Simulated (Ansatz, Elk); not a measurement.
# Bonding as seen by X-rays: Zr2SnB

Structure refinements treat a crystal as free atoms side by side. For a made-up structure of Zr2SnB (cell and positions from a PBE relaxation) the runs below show what the calculated density changes in F(hkl).

Main program and level: Elk 11.2.3 (patched build); DFT, PBE, all-electron APW+lo, Dirac cores, scalar-relativistic bands, static density, no spin.

The structure was built from a prototype and need not be the compound's stable phase.

### 1. Starting point

It takes space group P6_3/mmc (No. 194, hexagonal). Conventional cell: a = 3.476 Å, b = 3.476 Å, c = 14.898 Å, α = 90.00°, β = 90.00°, γ = 120.00°. Nearest to Sn lie 6 Zr at 3.15 Å and 6 Sn at 3.48 Å. Nearest to Zr lie 3 B at 2.39 Å and 3 Sn at 3.15 Å. B has 6 Zr at 2.39 Å nearest. Farther neighbours are not listed.

### 2. Ground state and structure factors

An all-electron density is needed, since X-rays see the cores too. Task 0 finds the density and task 195 Fourier-transforms it; tshift is off so that phases refer to the origin typed.

Contents of elk.in:

```
tasks
  0
  195

xctype
  20

spinpol
  .false.

rgkmax
  7.0

gmaxvr
  14.0

lmaxo
  7

lmaxapw
  8

swidth
  0.002

tshift
  .false.

ramdisk
  .false.

hmaxvr
  5.5

maxscl
  120

epspot
  1e-06

sppath
  './'

avec
  6.56850587274 0.00000000000 0.00000000000
  -3.28425293637 5.68849295070 0.00000000000
  0.00000000000 0.00000000000 28.15393443733

atoms
  3
  'Sn.in'
  2
  0.6666666667 0.3333333333 0.2500000000   0.000000 0.000000 0.000000
  0.3333333333 0.6666666667 0.7500000000   0.000000 0.000000 0.000000
  'Zr.in'
  4
  0.6666666667 0.3333333333 0.9133505216   0.000000 0.000000 0.000000
  0.6666666667 0.3333333333 0.5866494784   0.000000 0.000000 0.000000
  0.3333333333 0.6666666667 0.4133505216   0.000000 0.000000 0.000000
  0.3333333333 0.6666666667 0.0866494784   0.000000 0.000000 0.000000
  'B.in'
  2
  0.0000000000 -0.0000000000 0.5000000000   0.000000 0.000000 0.000000
  -0.0000000000 -0.0000000000 -0.0000000000   0.000000 0.000000 0.000000

ngridk
  7 7 2
```

Started as:

```bash
$ OMP_NUM_THREADS=4 elk
```

Numbers of over 12 decimals in the logs are rounded to 6 here.

What it wrote:

```text
┌─────────────────────────┐
│ Elk code version 11.2.3 │
└─────────────────────────┘

All units are atomic (Hartree, Bohr, etc.)

┌─────────────────────────────────────────────────┐
│ Ground-state run starting from atomic densities │
└─────────────────────────────────────────────────┘

Lattice vectors :
   6.568505873       0.000000000       0.000000000
  -3.284252936       5.688492951       0.000000000
   0.000000000       0.000000000       28.15393444

Reciprocal lattice vectors :
  0.9565623338      0.5522715209      -0.000000000
   0.000000000       1.104543042       0.000000000
   0.000000000      -0.000000000      0.2231725488

Unit cell volume      :    1051.968927
Brillouin zone volume :   0.2357961411

Muffin-tin inner radius fraction :   0.1000000000E-01

Nuclei treated as point charges

Species : 1 (Sn)
 parameters loaded from : Sn.in
 name : tin
 nuclear charge    :   -50.00000000
 electronic charge :    50.00000000
 atomic mass :    216395.0922
 muffin-tin radius :    2.600000000
 number of radial points in muffin-tin :   1193
 inner part over the whole radius :   0.9914297220E-02
 number on inner part of muffin-tin    :    850
 approximate nuclear radius :   0.8828114845E-04
 number of mesh points to nuclear radius :    428
 atomic positions (lattice), magnetic fields (Cartesian) :
  1 :  -0.33333333  0.33333333  0.25000000    0.00000000  0.00000000  0.00000000
  2 :   0.33333333 -0.33333333 -0.25000000    0.00000000  0.00000000  0.00000000

Species : 2 (Zr)
 parameters loaded from : Zr.in
 name : zirconium
 nuclear charge    :   -40.00000000
 electronic charge :    40.00000000
 atomic mass :    166291.1793
 muffin-tin radius :    2.600000000
 number of radial points in muffin-tin :   1193
 inner part over the whole radius :   0.9967875514E-02
 number on inner part of muffin-tin    :    848
 approximate nuclear radius :   0.8202877663E-04
 number of mesh points to nuclear radius :    417
 atomic positions (lattice), magnetic fields (Cartesian) :
  1 :  -0.33333333  0.33333333 -0.08664948    0.00000000  0.00000000  0.00000000
  2 :  -0.33333333  0.33333333 -0.41335052    0.00000000  0.00000000  0.00000000
  3 :   0.33333333 -0.33333333  0.41335052    0.00000000  0.00000000  0.00000000
  4 :   0.33333333 -0.33333333  0.08664948    0.00000000  0.00000000  0.00000000

Species : 3 (B)
 parameters loaded from : B.in
 name : boron
 nuclear charge    :   -5.000000000
 electronic charge :    5.000000000
 atomic mass :    19707.24742
 muffin-tin radius :    1.800000000
 number of radial points in muffin-tin :    593
 inner part over the whole radius :   0.9957276294E-02
 number on inner part of muffin-tin    :    405
 approximate nuclear radius :   0.4534157419E-04
 number of mesh points to nuclear radius :    161
 atomic positions (lattice), magnetic fields (Cartesian) :
  1 :   0.00000000  0.00000000  0.50000000    0.00000000  0.00000000  0.00000000
  2 :   0.00000000  0.00000000  0.00000000    0.00000000  0.00000000  0.00000000

Total number of atoms per unit cell :    8
Total muffin-tin volume :    490.5911088
 ratio of muffin-tin to unit cell volume :   0.4663551331

Spin treatment :
 spin-unpolarised

Number of Bravais lattice symmetries :   24
Number of crystal symmetries         :   24
Crystal has inversion symmetry
Real symmetric eigensolver will be used

k-point grid :      7     7     2
k-point offset :    0.000000000       0.000000000       0.000000000
k-point set is reduced with full crystal symmetry group
Total number of k-points :       16

Muffin-tin radius times maximum |G+k| :    7.000000000
 using average radius
Maximum |G+k| for APW functions       :    2.916666667
Maximum (1/2)|G+k|²                   :    4.253472222
Maximum |G| for potential and density :    14.00000000
Constant for pseudocharge density :    9
 order of it for each species :   16  16  16
 order of it for pair densities of each species (exact exchange by exxq0 0: 17) :   11  11   4
Radial integration step length :    1

[...]
xc potential                :     -1031.0058130740
 exchange                    :     -782.07349489585
 correlation                 :     -13.948955550756
 electron entropic           :    -0.75555682241987E-03
 total energy                :     -26807.153404149

Density of states at Fermi energy :    52.46124512
 (states/Hartree/unit cell)

Estimated indirect band gap :   0.8531929751E-02
 from k-point 8 to k-point 3
Estimated direct band gap   :   0.1203240959E-01
 at k-point 8

Charges :
 core                        :    176.0000000
 valence                     :    94.00000000
 interstitial                :    13.67216173
 muffin-tins (core leakage)
  species : 1 (Sn)
[...]
species : 2 (Zr)
[...]
species : 3 (B)
[...]
total in muffin-tins        :    256.3278383
 total calculated charge     :    269.9989666
 total charge                :    270.0000000
 error                       :   0.1033363935E-02

RMS change in Kohn-Sham potential (target) :    2.012961086     (  0.1000000000E-05)
Absolute change in total energy (target)   :   0.2148715383     (  0.1000000000E-03)

[... loops 3 to 17 left out ...]

┌──────────────────┐
│ Loop number : 18 │
└──────────────────┘

Energies :
 Fermi                       :     0.291233
 sum of occupied eigenvalues :     -16004.876734616
 electron kinetic            :      27935.607760693
 core electron kinetic       :      27181.281358029
 Coulomb                     :     -53944.202295566
 Coulomb potential           :     -42902.369212965
 nuclear-nuclear             :     -2980.6477113175
 electron-nuclear            :     -59090.868722024
 Hartree                     :      8127.3141377755
 Madelung                    :     -32493.017689083
 xc potential                :     -1038.1152823444
 exchange                    :     -782.33260738788
 correlation                 :     -13.973483769727
 electron entropic           :    -0.67655123073912E-03
 total energy                :     -26804.901302582

Density of states at Fermi energy :    44.49559226
 (states/Hartree/unit cell)

Estimated indirect band gap :   0.7683023927E-02
 from k-point 3 to k-point 6
Estimated direct band gap   :   0.1819835313E-01
 at k-point 5

Charges :
 core                        :    176.0000000
 valence                     :    94.00000000
 interstitial                :    13.73358226
 muffin-tins (core leakage)
  species : 1 (Sn)
[...]
species : 2 (Zr)
[...]
species : 3 (B)
[...]
total in muffin-tins        :    256.2664177
 total calculated charge     :    269.9990790
 total charge                :    270.0000000
 error                       :   0.9210142078E-03

RMS change in Kohn-Sham potential (target) :   0.9506208980E-06 (  0.1000000000E-05)
Absolute change in total energy (target)   :   0.1186631562E-04 (  0.1000000000E-03)

Convergence targets achieved

┌──────────────────┐
│ Loop number : 19 │
└──────────────────┘

Energies :
 Fermi                       :     0.291233
 sum of occupied eigenvalues :     -16004.876735867
 electron kinetic            :      27935.607750729
 core electron kinetic       :      27181.281345016
 Coulomb                     :     -53944.202285089
 Coulomb potential           :     -42902.369208216
 nuclear-nuclear             :     -2980.6477113175
 electron-nuclear            :     -59090.868706429
 Hartree                     :      8127.3141326575
 Madelung                    :     -32493.017680981
 xc potential                :     -1038.1152783803
 exchange                    :     -782.33260747450
 correlation                 :     -13.973483744545
 electron entropic           :    -0.67655090142909E-03
 total energy                :     -26804.901302130

Density of states at Fermi energy :    44.49555545
 (states/Hartree/unit cell)

Estimated indirect band gap :   0.7683016514E-02
 from k-point 3 to k-point 6
Estimated direct band gap   :   0.1819836377E-01
 at k-point 5

Charges :
 core                        :    176.0000000
 valence                     :    94.00000000
 interstitial                :    13.73358119
 muffin-tins (core leakage)
  species : 1 (Sn)
[...]
species : 2 (Zr)
[...]
atom 4                    :    37.97206182     (  0.2548418568E-05)
  species : 3 (B)
   atom 1                    :    3.999543629     (  0.6955769184E-04)
   atom 2                    :    3.999543629     (  0.6955769184E-04)
 total in muffin-tins        :    256.2664188
 total calculated charge     :    269.9990790
 total charge                :    270.0000000
 error                       :   0.9210143870E-03

┌──────────────────────────────┐
│ Self-consistent loop stopped │
└──────────────────────────────┘

Wrote STATE.OUT
```

Elapsed: 49 s, on 4 threads of AMD EPYC 7B13 (Zen 3), shared host; peak memory 0.31 GiB.

SFACRHO.OUT:

```text

h k l indices transformed by vhmat matrix:
   1.000000000       0.000000000       0.000000000    
   0.000000000       1.000000000       0.000000000    
   0.000000000       0.000000000       1.000000000    

      h      k      l  multipl.   |H|            Re(F)            Im(F)           |F|

      0      0      0      1   0.0000000       270.00000     -0.47786354E-16   270.00000    
      0      0      1      2  0.22317255      0.14599002E-13  0.75847447E-14  0.16451723E-13
      0      0     -2      2  0.44634510      -15.956295      0.62191591E-15   15.956295    
      0      0      3      2  0.66951765     -0.63870632E-14  0.85593030E-15  0.64441596E-14
      0      0     -4      2  0.89269020       17.530789      0.12126990E-14   17.530789    
     -1      0      0      6   1.1045430      -101.41124      0.47429768E-13   101.41124    
      0      0      5      2   1.1158627      0.12044176E-12  0.32431798E-14  0.12048542E-12
      1     -1      1      6   1.1268635      -14.283986     -0.10708674E-13   14.283986    
      0      1     -1      6   1.1268635       14.283986     -0.27108972E-15   14.283986    
      0     -1      2      6   1.1913183       18.058564     -0.56207445E-15   18.058564    
      0     -1     -2      6   1.1913183       18.058564      0.59909577E-15   18.058564    
     -1      0     -3      6   1.2916150      -179.29904      0.61233942E-13   179.29904    
      0     -1     -3      6   1.2916150       179.29904     -0.26498182E-14   179.29904    
      0      0     -6      2   1.3390353      -198.17357      0.17115774E-14   198.17357    
      1     -1      4      6   1.4201800      0.98427133     -0.19801620E-13  0.98427133    
      0      1     -4      6   1.4201800      0.98427133      0.47499473E-14  0.98427133    
      0      0      7      2   1.5622078     -0.69345257E-13  0.17713175E-14  0.69367876E-13
     -1      1     -5      6   1.5700844      -24.190950      0.61318696E-14   24.190950
```

Elk indexes on the primitive cell of elk.in and gives |H| = 4π sin θ/λ in inverse bohr. Below, one row stands for each form hkl of the conventional cell (m members, Friedel mates merged), F is for one primitive cell and the density is static (no thermal factor). Free-atom factors are Waasmaier and Kirfel's, and R is Σm||F|−|F'||/Σm|F|.

```csv
hkl,m,sin θ/λ (Å⁻¹),"abs F, DFT",neutral atoms,diff.
001,2,0.034,0.000,0.000,+0.000
002,2,0.067,15.956,16.665,-0.709
003,2,0.101,0.000,0.000,+0.000
004,2,0.134,17.531,16.853,+0.678
100,6,0.166,101.411,102.024,-0.613
005,2,0.168,0.000,0.000,+0.000
101,12,0.170,14.284,14.137,+0.147
102,12,0.179,18.059,17.440,+0.618
103,12,0.194,179.299,179.754,-0.455
006,2,0.201,198.174,199.328,-1.154
104,12,0.214,0.984,0.700,+0.284
007,2,0.235,0.000,0.000,+0.000
105,12,0.236,24.191,24.227,-0.036
106,12,0.261,98.013,98.188,-0.175
008,2,0.269,37.459,37.519,-0.061
110,6,0.288,185.320,185.329,-0.009
107,12,0.288,1.622,2.043,-0.421
111,12,0.290,0.000,0.000,+0.000
```

### 3. The highest occupied states alone

An energy window below the Fermi level keeps the highest occupied states, to see at which angles they scatter; shallow core shells can lie inside it and anion s states outside. No new self-consistency is needed.

elk.in: that of step 2 with these lines changed.

```diff
@@ -1,3 +1,2 @@
 tasks
-  0
   195
@@ -40,2 +39,5 @@
 
+wsfac
+  -0.260010 0.591230
+
 sppath
```

Started as:

```bash
$ OMP_NUM_THREADS=4 elk
```

What it wrote:

```text
┌─────────────────────────────────┐
│ Elk code version 11.2.3 started │
└─────────────────────────────────┘

Info(readinput): the functional depends on the density's gradient
 muffin-tin radial points multiplied by    2.00000
 (not where nrmtscf is given)

┌────────────────────┐
│ Current task : 195 │
└────────────────────┘

Info(sfacrho): density structure factors written to SFACRHO.OUT

 Energy window :  -0.2600100000      0.5912300000

┌──────────────────┐
│ Elk code stopped │
└──────────────────┘
```

It took 17 s on 4 threads; peak memory 0.2 GiB; 20 s of CPU time.

States within 15 eV below the Fermi level hold 30.00 electrons; any levels below the window count with the cores. Their amplitudes can exceed the total, where window and core parts have opposite phase:

```
hkl  sin θ/λ (Å⁻¹)  abs F, window  abs F, all
001          0.034          0.000       0.000
002          0.067          5.074      15.956
003          0.101          0.000       0.000
004          0.134          3.801      17.531
100          0.166          0.993     101.411
005          0.168          0.000       0.000
101          0.170          0.065      14.284
102          0.179          2.532      18.059
103          0.194          1.487     179.299
006          0.201          0.699     198.174
```

### 4. Another functional

The difference from free atoms is small, so it is set against the change that LDA (Perdew-Wang) makes.

elk.in: that of step 3 with these lines changed.

```diff
@@ -1,2 +1,3 @@
 tasks
+  0
   195
@@ -4,3 +5,3 @@
 xctype
-  20
+  3
 
@@ -39,5 +40,2 @@
 
-wsfac
-  -0.260010 0.591230
-
 sppath
```

Started as:

```bash
$ OMP_NUM_THREADS=4 elk
```

What it wrote:

```text
┌─────────────────────────┐
│ Elk code version 11.2.3 │
└─────────────────────────┘

All units are atomic (Hartree, Bohr, etc.)

┌─────────────────────────────────────────────────┐
│ Ground-state run starting from atomic densities │
└─────────────────────────────────────────────────┘

Lattice vectors :
   6.568505873       0.000000000       0.000000000
  -3.284252936       5.688492951       0.000000000
   0.000000000       0.000000000       28.15393444

Reciprocal lattice vectors :
  0.9565623338      0.5522715209      -0.000000000
[...]
interstitial                :    13.62068746
 muffin-tins (core leakage)
  species : 1 (Sn)
[...]
species : 2 (Zr)
[...]
species : 3 (B)
   atom 1                    :    3.994512771     (  0.7213452201E-04)
   atom 2                    :    3.994512771     (  0.7213452201E-04)
 total in muffin-tins        :    256.3793125
 total calculated charge     :    269.9990919
 total charge                :    270.0000000
 error                       :   0.9081429642E-03

┌──────────────────────────────┐
│ Self-consistent loop stopped │
└──────────────────────────────┘

Wrote STATE.OUT
[key lines of the parts left out:]
total energy                :     -26778.198894420
```

The job ended after 29 s (4 threads; peak memory 0.24 GiB).

Against the first run R = 0.04 %; the largest change is -0.066 at 110.

### 5. Basis size

A smaller basis shows how fast F responds to it; the change is likely larger than the basis error of the first run, but doesn't show convergence.

elk.in: that of step 4 with these lines changed.

```diff
@@ -5,3 +5,3 @@
 xctype
-  3
+  20
 
@@ -11,3 +11,3 @@
 rgkmax
-  7.0
+  5.5
```

Started as:

```bash
$ OMP_NUM_THREADS=4 elk
```

What it wrote:

```text
┌─────────────────────────┐
│ Elk code version 11.2.3 │
└─────────────────────────┘

All units are atomic (Hartree, Bohr, etc.)

┌─────────────────────────────────────────────────┐
│ Ground-state run starting from atomic densities │
└─────────────────────────────────────────────────┘

Lattice vectors :
   6.568505873       0.000000000       0.000000000
  -3.284252936       5.688492951       0.000000000
   0.000000000       0.000000000       28.15393444

Reciprocal lattice vectors :
  0.9565623338      0.5522715209      -0.000000000
[...]
interstitial                :    14.01199596
 muffin-tins (core leakage)
  species : 1 (Sn)
[...]
species : 2 (Zr)
[...]
species : 3 (B)
   atom 1                    :    3.964749785     (  0.6916260065E-04)
   atom 2                    :    3.964749785     (  0.6916260065E-04)
 total in muffin-tins        :    255.9880040
 total calculated charge     :    269.9988938
 total charge                :    270.0000000
 error                       :   0.1106241503E-02

┌──────────────────────────────┐
│ Self-consistent loop stopped │
└──────────────────────────────┘

Wrote STATE.OUT
[key lines of the parts left out:]
total energy                :     -26804.742552375
```

Elapsed: 45 s, on 4 threads; peak memory 0.29 GiB.

Against the first run R = 0.04 %; the largest change is +0.107 at 203.

### 6. Settings against the effect

```
              run  R against the first run (%)  R against neutral atoms, low angle (%)  wall time
    PBE, rgkmax 7                         0.00                                    0.55       49 s
LDA (Perdew-Wang)                         0.04                                    0.55       29 s
       rgkmax 5.5                         0.04                                    0.56       45 s
```

### 7. Summary of results

| Property | Result |
| --- | --- |
| R against neutral atoms, sin θ/λ < 0.3 Å⁻¹ | 0.55 % |
| R against neutral atoms, 0.3 to 0.72 Å⁻¹ | 0.26 % |

What this shows: Independent neutral atoms miss the calculated amplitudes by R = 0.55 % below 0.3 Å⁻¹ and 0.26 % from there to 0.72 Å⁻¹; by shells, 4.14 % below 0.15 Å⁻¹ (2 forms), 0.51 % 0.15 to 0.3 (12 forms), 0.27 % 0.3 to 0.45 (24 forms), 0.25 % above 0.45 (83 forms). Bonding, aspherical density and the tables' own atoms all enter these figures, and the runs don't part them. The largest change of an amplitude is -1.15 electrons, at 006. Weak lines can change much in proportion: 104 goes from 0.70 to 0.98. The window's part falls from 30.0 electrons at the origin to at most 0.34 between 0.45 and 0.72 Å⁻¹. Below 0.3 Å⁻¹ the changes that finished (LDA (Perdew-Wang) and rgkmax 5.5) move F by R = 0.06 % at most, against the 0.55 % that separates it from free atoms. The k-mesh has no finished test. Part of the difference isn't bonding: the tables are fits to free atoms and ions calculated by other methods than this functional. Thermal motion, anomalous dispersion and extinction are left out.

[Logs are printed without paths, hosts, clocks, repeated set-up lines and the standing remarks that a program may print on its own settings, such as how far it seeks lower states.]

[Hosts, paths, dates, database ids (printed as entryN), source tags and the programs' standing remarks are cut or masked in the printed files.]
